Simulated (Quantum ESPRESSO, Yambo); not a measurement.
# Excitons of BiOCl (P4/nmm): kernels and approximations, part 3 of 3

Wanted: excitons and ε₂ of BiOCl (P4/nmm), with cost.

Quantum ESPRESSO 7.5 and Yambo 5.3.0; PBEsol and many-body steps on it, plane waves. Known limits of the many-body steps: not at the basis limit; coarse k mesh; bindings not settled in the k mesh.

So far. Step 9 (Finite momentum (q 3)): The lowest state lies at 2.922 eV.

**10. RPA with local fields (no direct term)**

Level of this step: Bethe-Salpeter equation on PBEsol with a scissors shift with spin-orbit coupling, plane waves, norm-conserving pseudopotentials (Yambo).

The input, bse8.in:

```
optics
bss
bse
em1s
dipoles
rim_cut
RandQpts= 1000000
RandGvec= 1 RL
Chimod= "HARTREE"
BSKmod= "HARTREE"
BSEmod= "resonant"
BSSmod= "h"
BSENGexx= 30 Ry
BSENGBlk= 6 Ry
% BSEQptR
 1 | 1 |
%
% BSEBands
 61 | 84 |
%
% BEnRange
 0 | 8 | eV
%
% BDmRange
 0.1 | 0.1 | eV
%
BEnSteps= 161
% BLongDir
 1 | 0 | 0 |
%
% BndsRnXs
 1 | 142 |
%
NGsBlkXs= 6 Ry
% LongDrXs
 1 | 1 | 1 |
%
% KfnQP_E
 0.882 | 1.0 | 1.0 |
%
BSHayTrs= -0.02
```

The run is started by

```bash
$ OMP_NUM_THREADS=1 mpirun -n 16 yambo -F bse8.in -J bse8,bse3_W -C bse8 > bse8.log
```

What it wrote:

```text
 Yambo, version 5.3.0

 [02] CORE Variables Setup
 =========================

  [... cell, symmetries and grids as in the set-up ...]

  [02.05] Energies & Occupations
  ==============================

  [X] === General ===
  [X] Electronic Temperature                        :  0.000000  0.000000 [eV K]
  [X] Bosonic    Temperature                        :  0.000000  0.000000 [eV K]
  [X] Finite Temperature mode                       : no
  [X] El. density                                   :  0.64895E+24 [cm-3]
[...]
[08.02] BSE solver(s) @q1
  =========================

  [08.03] Haydock Solver in the optics basis @q1 using the hermitian scheme
  =========================================================================

  Accuracy (requested)      : -0.020000 [o/o]

  [WARNING] [EPS_extend] Possible inaccuracy in the EPS prolungation

  [WARNING] [EPS_extend] Possible inaccuracy in the EPS prolungation

  [WARNING] [EPS_extend] Possible inaccuracy in the EPS prolungation

[...]
[WARNING] [EPS_extend] Possible inaccuracy in the EPS prolungation

  [WARNING] [EPS_extend] Possible inaccuracy in the EPS prolungation
  Iterations                :   91

 [11] Game Over & Game summary
```

Run time: 12 s. Hardware: 16 MPI ranks of Arm Neoverse V1, shared host; peak memory 5.4 GiB; 3.2 min of CPU time.

Numbers from this step:

```yaml
transitions_in_the_window: 4608
direct_gap_of_the_transition_levels: 3.491 eV
```

**11. Negative scissors**

The input, bse9.in:

```
optics
bss
bse
em1s
dipoles
rim_cut
RandQpts= 1000000
RandGvec= 1 RL
Chimod= "HARTREE"
BSKmod= "SEX"
BSEmod= "resonant"
BSSmod= "d"
BSENGexx= 30 Ry
BSENGBlk= 6 Ry
% BSEQptR
 1 | 1 |
%
% BSEBands
 65 | 76 |
%
% BEnRange
 0 | 6 | eV
%
% BDmRange
 0.1 | 0.1 | eV
%
BEnSteps= 121
% BLongDir
 1 | 0 | 0 |
%
% BndsRnXs
 1 | 142 |
%
NGsBlkXs= 6 Ry
% LongDrXs
 1 | 1 | 1 |
%
% KfnQP_E
 -3.0 | 1.0 | 1.0 |
%
WRbsWF
```

The run is started by

```bash
$ OMP_NUM_THREADS=1 mpirun -n 16 yambo -F bse9.in -J bse9,bse3_W -C bse9 > bse9.log
```

What it wrote:

```text
 Yambo, version 5.3.0

 [02] CORE Variables Setup
 =========================

  [... cell, symmetries and grids as in the set-up ...]

  [02.05] Energies & Occupations
  ==============================

  [X] === General ===
  [X] Electronic Temperature                        :  0.000000  0.000000 [eV K]
  [X] Bosonic    Temperature                        :  0.000000  0.000000 [eV K]
  [X] Finite Temperature mode                       : no
  [X] El. density                                   :  0.64895E+24 [cm-3]
  [X] Fermi Level                                   :  8.862339 [eV]

  [X] === Gaps and Widths ===
  [X] Conduction Band Min                           :  2.333091 [eV]
  [X] Valence Band Max                              :  0.000000 [eV]
  [X] Filled Bands                                  :   72
  [X] Empty Bands                                   :   73  224
  [X] Direct Gap                                    :  2.609492 [eV]
  [X] Direct Gap localized at k                     :  2
  [X] Indirect Gap                                  :  2.333091 [eV]
  [X] Indirect Gap between kpts                     :   6   2
  [X] Last valence band width                       :  0.698062 [eV]
  [X] 1st conduction band width                     :  1.686063 [eV]

 [03] Transferred momenta grid and indexing
 ==========================================

 IBZ Q-points                                      :  12
 BZ  Q-points                                      :   32

 K/Q-points units:
 rlu = crystal or reduced units; cc = cartesian coordinates; iku = interal k-units

 Q [ 1]         [rlu]:  0.000000  0.000000  0.000000
 Q [ 2]         [rlu]:  0.000000  0.000000 -0.500000
 Q [ 3]         [rlu]:  0.000000  0.250000  0.000000
[...]
[K+QP] Filled Bands                               :   68
  [K+QP] Metallic Bands                             :   69   76
  [K+QP] Empty Bands                                :   77  224

  [K+QP] === Metallic Characters ===
  [K+QP] N of el / N of met el                      :  72.00000   4.08191
  [K+QP] Average metallic occ.                      :  0.255119

  [WARNING] [K+QP] Metallic system

  Eqp @ K [ 1]
  -151.5265 -151.5265 -151.5264 -151.5264 -108.1370 -108.1370 -108.1370 -108.1370
  -83.41234 -83.41234 -83.41195 -83.41195 -83.40819 -83.40819 -83.40795 -83.40795
  -23.14277 -23.14277 -23.10657 -23.10657 -23.10255 -23.10255 -23.08193 -23.08193
[...]
[... 6 further rows ...]
[...]
Eqp @ K [ 2]
[...]
[... 6 further rows ...]
[...]
Eqp @ K [ 3]
[...]
[... 6 further rows ...]
[...]
Eqp @ K [ 8]
[...]
[... 6 further rows ...]
[...]
Eqp @ K [ 9]
[...]
[... 57 further rows ...]
   18.18332  18.18332  18.18332  18.18332  18.55123  18.55123  18.55123  18.55123
   18.74469  18.74469  18.74469  18.74469  19.04657  19.04657  19.04657  19.04657

 [06] Dipoles
 ============

  [06.01] Setup: observables and procedures
  =========================================

  [WARNING] [x,Vnl] slows the Dipoles computation. To neglect it rename the ns.kb_pp file

  [WARNING] [r,Vnl^pseudo] included in position and velocity dipoles.

  [WARNING] In case H contains other non local terms, these are neglected

 [07] Static Dielectric Matrix
 =============================

    [08.01.05.02] Main kernel loop
    ==============================

    [08.01.05.03] Wave-Function Phases
    ==================================

    [BSE] WF phases found       :  32.46528 [o/o]

   [08.01.06] BSE solver(s) @q1
   ============================

   [SLK-Digonalization]  Pools        :   4
   [SLK-Digonalization]  BLACS grid   :  2  2

   [08.01.07] Diago Solver @q1
   ===========================

 [11] Game Over & Game summary
```

It took 25 s on 16 MPI ranks; peak memory 5.3 GiB.

The run ended normally, though the input holds a fault or crude settings.

The fault put into this input: negative scissors.

**12. Empty states on the mesh, 6×6×4 mesh, 110 bands**

This step: Quantum ESPRESSO 7.5; DFT, PBEsol with spin-orbit coupling, plane waves, norm-conserving pseudopotentials.

The input, pw.in:

```
&control
  calculation = 'nscf'
  prefix = 'x'
  outdir = 'o'
  pseudo_dir = 'pseudo'
/
&system
  ibrav = 0
  nat = 6
  ntyp = 3
  ecutwfc = 76.0
  nbnd = 110
  force_symmorphic = .true.
  noncolin = .true.
  lspinorb = .true.
/
&electrons
  conv_thr = 1e-9
  electron_maxstep = 80
  diago_full_acc = .true.
  diago_thr_init = 5e-6
/
ATOMIC_SPECIES
  Bi 208.98 Bi.upf
  Cl 35.45 Cl.upf
  O 15.999 O.upf
CELL_PARAMETERS angstrom
  3.8855100000 0.0000000000 0.0000000000
  0.0000000000 3.8855100000 0.0000000000
  0.0000000000 0.0000000000 7.3489000000
ATOMIC_POSITIONS crystal
  Bi 0.5000000000 0.0000000000 0.3290400000
  Bi 0.0000000000 0.5000000000 0.6709600000
  Cl 0.0000000000 0.5000000000 0.1472000000
  Cl 0.5000000000 0.0000000000 0.8528000000
  O 0.0000000000 0.0000000000 0.5000000000
  O 0.5000000000 0.5000000000 0.5000000000
K_POINTS automatic
  6 6 4 0 0 0
```

The run is started by

```bash
$ OMP_NUM_THREADS=1 mpirun -n 16 pw.x -nk 4 -in pw.in > pw.out
```

What it wrote:

```text
[banner, memory and clock lines left out]
Program PWSCF v.7.5 starts

     Atomic positions and unit cell read from directory:
     o/x.save/

     Message from routine setup:
     using ibrav=0 with symmetry is DISCOURAGED, use correct ibrav instead

     bravais-lattice index     =            0
     lattice parameter (alat)  =       7.3425  a.u.
     unit-cell volume          =     748.7124 (a.u.)^3
     number of atoms/cell      =            6
     number of atomic types    =            3
     number of electrons       =        72.00
[...]
23.3127  23.3128  23.7032  23.7032  24.2377  24.2623

          k = 0.0000 0.0000-0.2644 (  8374 PWs)   bands (ev):

  -142.6689-142.6689-142.6688-142.6688 -99.2793 -99.2793 -99.2793 -99.2793
[...]
19.7210  19.7210  20.4922  20.4922  20.9565  20.9565  21.1789  21.1789
    21.4443  21.4443  21.8279  21.8279  22.0833  22.0833  22.4079  22.4079
    23.5132  23.5132  23.5136  23.5136  23.8046  23.8046

          k = 0.0000 0.1667 0.0000 (  8349 PWs)   bands (ev):

     [... further k-points ...]

     highest occupied, lowest unoccupied level (ev):     8.8984   11.1954

     XML data file, pseudopotentials, collected wavefunctions
```

It took 64 s on 16 MPI ranks; peak memory 1.5 GiB.

This step gave:

```yaml
gap: 2.297 eV
k_of_the_valence_top: 0, 0.3333, -0.5
k_of_the_conduction_bottom: 0, 0, -0.5
least_direct_gap: 2.609 eV
k_points_computed: 30
lowest_point_of_the_top_converged_band_above_the_valence_top: 14.72 eV
```

On this mesh the gap is 2.297 eV.

**13. Conversion and set-up**

This step: Yambo 5.3.0; conversion and set-up on PBEsol with spin-orbit coupling, plane waves, norm-conserving pseudopotentials.

The run is started by

```bash
$ (cd o/x.save; p2y > p2y.log; mv SAVE ../..); yambo > setup.log
```

What it wrote:

```text
 Yambo, version 5.3.0

 [02] CORE Variables Setup
 =========================

  [02.01] Unit cells
  ==================

  Cell kind             :  Unknown
  Atoms in the cell     :  Bi  Cl  O
  number of Bi atoms    :  2
  number of Cl atoms    :  2
  number of O  atoms    :  2

  List of atomic masses
  Mass of Bi    :  208.9800
  Mass of Cl    :  35.45000
  Mass of O     :  15.99900

  List of atomic coordinates    : [cc]
  Bi1       :  3.671275  0.000000  4.569513  order 1
  Bi2       :  0.000000  3.671275  9.317895  order 2
[...]
K/Q-points units:
 rlu = crystal or reduced units; cc = cartesian coordinates; iku = interal k-units

 Q [ 1]         [rlu]:  0.000000  0.000000  0.000000
 Q [ 2]         [rlu]:  0.000000  0.000000  0.250000
 Q [ 3]         [rlu]:  0.000000  0.000000 -0.500000
[...]
Q [ 8]         [rlu]:  0.000000  0.333333  0.250000
 Q [ 9]         [rlu]:  0.000000  0.333333 -0.500000
 Q [10]         [rlu]:  0.000000 -0.500000  0.000000
     [... 18 further rows ...]
 Q [29]         [rlu]: -0.500000 -0.500000  0.250000
 Q [30]         [rlu]: -0.500000 -0.500000 -0.500000

  [03.01] X indexes
  =================

   [03.01.01] Sigma indexes
   ========================

 [06] Game Over & Game summary
```

The job ended after 7.3 s (1 MPI rank; peak memory 0.27 GiB).

**14. k mesh (6×6×4)**

This step: Bethe-Salpeter equation on PBEsol with a scissors shift with spin-orbit coupling, plane waves, norm-conserving pseudopotentials.

The input, bse11.in:

```
optics
bss
bse
em1s
dipoles
rim_cut
RandQpts= 1000000
RandGvec= 1 RL
Chimod= "HARTREE"
BSKmod= "SEX"
BSEmod= "resonant"
BSSmod= "d"
BSENGexx= 30 Ry
BSENGBlk= 4 Ry
% BSEQptR
 1 | 1 |
%
% BSEBands
 61 | 76 |
%
% BEnRange
 0 | 6 | eV
%
% BDmRange
 0.1 | 0.1 | eV
%
BEnSteps= 121
% BLongDir
 1 | 0 | 0 |
%
% BndsRnXs
 1 | 110 |
%
NGsBlkXs= 4 Ry
% LongDrXs
 1 | 1 | 1 |
%
% KfnQP_E
 0.882 | 1.0 | 1.0 |
%
WRbsWF
```

The run is started by

```bash
$ OMP_NUM_THREADS=1 mpirun -n 16 yambo -F bse11.in -J bse11 -C bse11 > bse11.log
```

What it wrote:

```text
 Yambo, version 5.3.0

 [02] CORE Variables Setup
 =========================

  [... cell, symmetries and grids as in the set-up ...]

  [02.05] Energies & Occupations
  ==============================

  [X] === General ===
  [X] Electronic Temperature                        :  0.000000  0.000000 [eV K]
  [X] Bosonic    Temperature                        :  0.000000  0.000000 [eV K]
  [X] Finite Temperature mode                       : no
  [X] El. density                                   :  0.64895E+24 [cm-3]
[...]
==========================================================

   [BSE] Exchange components :  2081
   [BSE] Correlation components :   117   427

    [08.01.05.01] Screened interaction header I/O
    =============================================

    [08.01.05.02] Main kernel loop
    ==============================

    [08.01.05.03] Wave-Function Phases
    ==================================

    [BSE] WF phases found       :  35.72917 [o/o]

   [08.01.06] BSE solver(s) @q1
   ============================

   [SLK-Digonalization]  Pools        :   4
   [SLK-Digonalization]  BLACS grid   :  2  2

   [08.01.07] Diago Solver @q1
   ===========================

 [11] Game Over & Game summary
```

Wall time 30 min (16 MPI ranks); peak memory 34 GiB; 5.7 h of CPU time.

This step gave:

* transitions in the window: 6912
* direct gap of the transition levels: 3.491 eV
* lowest state: 3.260 eV
* first strong exciton (over a fiftieth of the strongest listed): 3.323 eV
* binding of the lowest state below the direct gap: 0.2315 eV
* Coulomb term of one mesh cell: 0.2532 eV

The binding is 0.91 times the screened Coulomb term of one mesh cell (0.25 eV), so it is not shown settled.

The lowest state lies at 3.260 eV, 0.231 eV under the direct gap.

The ε₂ has structure finer than the step of the table below, so its rows give means over 0.2 eV, whole bins alone (the curve runs from 0 to 6 eV). Peaks (eV: height): BSE 3.75: 17.6, 4.40: 12.8; no electron-hole interaction 4.60: 13.0, 5.40: 11.6.

Field along x; broadening 0.1 eV; transition window only. Limits: finite bands, cutoff and mesh; exciton not shown settled in the k mesh. The ε₂ by photon energy; means over each step:

```
photon energy (eV)     BSE  no electron-hole interaction
               0.2  0.0421                        0.0297
               0.4  0.0468                        0.0325
               0.6  0.0523                        0.0356
               0.8  0.0589                        0.0392
               1.0  0.0669                        0.0435
               1.2  0.0767                        0.0484
               1.4  0.0888                        0.0543
               1.6   0.104                        0.0614
               1.8   0.124                        0.0700
               2.0   0.151                        0.0806
               2.2   0.187                        0.0939
               2.4   0.239                         0.111
               2.6   0.320                         0.133
               2.8   0.454                         0.164
               3.0   0.719                         0.207
               3.2    1.48                         0.272
               3.4    3.47                         0.387
               3.6    10.0                         0.615
               3.8    16.7                          1.02
               4.0    12.2                          2.44
               4.2    10.2                          7.05
               4.4    11.8                          11.9
               4.6    8.64                          12.3
               4.8    7.81                          10.1
               5.0    6.10                          9.67
               5.2    4.14                          10.7
               5.4    2.46                          11.3
               5.6    1.52                          9.02
               5.8   0.912                          5.35
```

The window of bands is narrower than in the first exciton run, so this row is not like for like with it.

**15. The runs together**

Times are wall times on 16 MPI ranks of Arm Neoverse V1, shared host. The host was busy with other work, so they are no guide to cost.

```
                                   run   mesh  transitions  broadening (eV)  direct gap (eV)  lowest state (eV)  binding (eV)  mesh cell's term (eV)  tallest peak (eV)  height     time
                              excitons  4×4×2         4608              0.1            3.491              3.132         0.360                  0.405               3.65    18.3  7.2 min
                         field along z  4×4×2         4608              0.1            3.491                  -             -                      -               4.20    8.92     85 s
                   beyond Tamm-Dancoff  4×4×2         1536              0.1            3.491              3.134         0.358                  0.405               3.65    16.9  3.2 min
                 finite momentum (q 2)  4×4×2         2048              0.1                -              3.462             -                      -               4.90    3.34     40 s
                 finite momentum (q 3)  4×4×2         2048              0.1                -              2.922             -                      -               4.75    7.85     41 s
RPA with local fields (no direct term)  4×4×2         4608              0.1            3.491                  -             -                      -               4.65    14.2     12 s
                        k mesh (6×6×4)  6×6×4         6912              0.1            3.491              3.260         0.231                  0.253               3.75    17.6   30 min
```

**16. Outcome**

```yaml
excitons: lowest state 3.132 eV (not settled in the k mesh)
field_along_z: tallest peak 4.2 eV
beyond_tamm_dancoff: lowest state 3.134 eV (not settled in the k mesh)
finite_momentum_q_2: lowest state 3.462 eV (not settled in the k mesh)
finite_momentum_q_3: lowest state 2.922 eV (not settled in the k mesh)
rpa_with_local_fields_no_direct_term: tallest peak 4.7 eV
k_mesh_6x6x4: lowest state 3.260 eV (not settled in the k mesh)
```

What this shows: On the 4×4×2 mesh the lowest exciton lies at 3.132 eV, 0.360 eV below the direct gap; one cell of the mesh carries a screened Coulomb term of 0.41 eV by a cubic estimate, rough for this lattice, so this binding is not shown settled. That state is dark or weak; the first strong one lies at 3.187 eV. Bindings below are those of the lowest state. Field along z, against «excitons (4×4×2)»: the tallest peak goes from 3.65 eV to 4.20 eV (keys changed: BSSmod, BLongDir and BSHayTrs). Beyond Tamm-Dancoff, against «excitons (4×4×2)»: the lowest state stays within 0.01 eV (keys changed: BSEBands, BSEmod, BEnSteps, BEnRange and the band window). Finite momentum (q 2), against «excitons (4×4×2)»: the lowest state moves by +0.330 eV (keys changed: BSEBands, BSEQptR, BEnSteps, BEnRange and the band window). Finite momentum (q 3), against «excitons (4×4×2)»: the lowest state moves by −0.210 eV (keys changed: BSEBands, BSEQptR, BEnSteps, BEnRange and the band window). RPA with local fields (no direct term), against «excitons (4×4×2)»: the tallest peak goes from 3.65 eV to 4.65 eV (keys changed: BSKmod, BSSmod and BSHayTrs). k mesh (6×6×4), against «excitons (4×4×2)»: the lowest state moves by +0.128 eV (keys changed: BndsRnXs, NGsBlkXs, BSEBands, BSENGBlk, BEnSteps, BEnRange, the mesh and the band window). A rigid shift treats all transitions alike. In the G0W0 table the openings from the upper filled bands to the empty bands at the same k run from +0.80 to +1.59 eV (median +1.38), where the shift is +0.88 eV, so peaks stand off by such differences. Lines within a few meV of each other can be one level split by numerical noise, or distinct levels. Screening is static and electronic alone, and only transitions inside the band window count. The 4×4×2 mesh is coarse for this cell, which bears on the long-range parts of exchange and screening.

[Paths, hosts, dates, memory and timing lines, banners, echoed tables and standing remarks are left out of the program output.]

[Logs are printed without paths, hosts, clocks, repeated set-up lines and the standing remarks that a program may print on its own settings, such as how far it seeks lower states.]

[Runs of the session that timed out or met a known fault of the program may be left out.]

[Hosts, paths, dates, database ids (printed as entryN), source tags and the programs' standing remarks are cut or masked in the printed files.]
